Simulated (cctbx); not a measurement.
# What is wrong with this refinement?

Cell a = 9.0050 Å, b = 9.0050 Å, c = 3.9880 Å, α = 90.00°, β = 90.00°, γ = 120.00°; space group P6/mmm (no. 191).

Simulated single-crystal data (cctbx): synchrotron X-rays, λ = 0.7749 Å, to d = 0.7 Å, 95 % of the full sphere, strongest reflection 20000 counts, noise from counting, a 6 % proportional error and a noise floor of 15 counts (s.d.); no absorption.

An anisotropic refinement with weights 1/σ² prints:

```text
Rint 0.059, 205 unique reflections to 0.70 A
cycle     R1     wR2    GooF  max shift (A)
   1  0.0448  0.1075   4.612   0.00161
   2  0.0256  0.0557   2.389   0.00000
final R1 0.0256 wR2 0.0557 GooF 2.389  parameters 15  data/parameter 13.7
atom        x        y        z      Ueq    occ   su(xyz)  su(Uiso or U11)
Bi1    0.00000  0.00000  0.00000   0.0026  1.000  0.00000  0.0003
Bi2    0.33333  0.66667  0.50000   0.0018  1.000  0.00000  0.0002
Ni1    0.18115  0.36231  0.00000   0.0032  1.000  0.00019  0.0005
Mn1    0.30255  0.00000  0.50000   0.0108  1.000  0.00022  0.0006
Al1    0.50000  0.00000  0.00000   0.0052  1.000  0.00000  0.0015
difference map: max 1.45 min -4.04 rms 0.52
Q1    0.0000  0.4142  0.5000    6    1.52  1.00 A from Mn1
Q2    0.1522  0.5761  0.5000    6    1.11  1.41 A from Bi2
Q3    0.0000  0.1940  0.5000    6    1.07  0.98 A from Mn1
Q4    0.1155  0.4830  0.0000   12    1.05  1.12 A from Al1
Q5    0.0000  0.0000  0.0828    2    1.00  0.33 A from Bi1
Q6    0.1203  0.4137  0.5000   12    0.96  1.04 A from Mn1
```

Q: Accept it or mend it, and why?

Mend it. The fault: wrong element: Mn1 is Ti. Against the right model at the same level, R1 goes from 0.0106 to 0.0256 and GooF from 0.94 to 2.39 and U of Mn1 swells from 0.0051 to 0.0108 Å². Mn1 has 3 electrons too many and its U swells to shed them, as expected.

The compound is Ti2AlNi2Bi. The right model at the same level gives:

```text
Rint 0.059, 205 unique reflections to 0.70 A
cycle     R1     wR2    GooF  max shift (A)
   1  0.0145  0.0312   1.338   0.00042
   2  0.0106  0.0218   0.936   0.00000
final R1 0.0106 wR2 0.0218 GooF 0.936  parameters 15  data/parameter 13.7
atom        x        y        z      Ueq    occ   su(xyz)  su(Uiso or U11)
Bi1    0.00000  0.00000  0.00000   0.0030  1.000  0.00000  0.0001
Bi2    0.33333  0.66667  0.50000   0.0023  1.000  0.00000  0.0001
Ni1    0.18111  0.36222  0.00000   0.0037  1.000  0.00007  0.0002
Ti1    0.30242  0.00000  0.50000   0.0051  1.000  0.00009  0.0002
Al1    0.50000  0.00000  0.00000   0.0055  1.000  0.00000  0.0006
difference map: max 0.85 min -2.65 rms 0.25
Q1    0.0000  0.4299  0.5000    6    0.86  1.15 A from Ti1
Q2    0.1774  0.3549  0.3488   12    0.85  1.39 A from Ni1
Q3    0.1528  0.5764  0.5000    6    0.79  1.41 A from Bi2
Q4    0.1198  0.4835  0.0000   12    0.78  1.16 A from Al1
Q5    0.0554  0.2934  0.5000   12    0.76  0.54 A from Ti1
Q6    0.0000  0.0000  0.1136    2    0.60  0.45 A from Bi1
```

The model is made up (kin elements in a known structure type, no relaxation), so it says nothing on whether the phase exists.

[Middle refinement cycles are left out of these outputs.]

[Logs are printed without paths, hosts, clocks, repeated set-up lines and the standing remarks that a program may print on its own settings, such as how far it seeks lower states.]
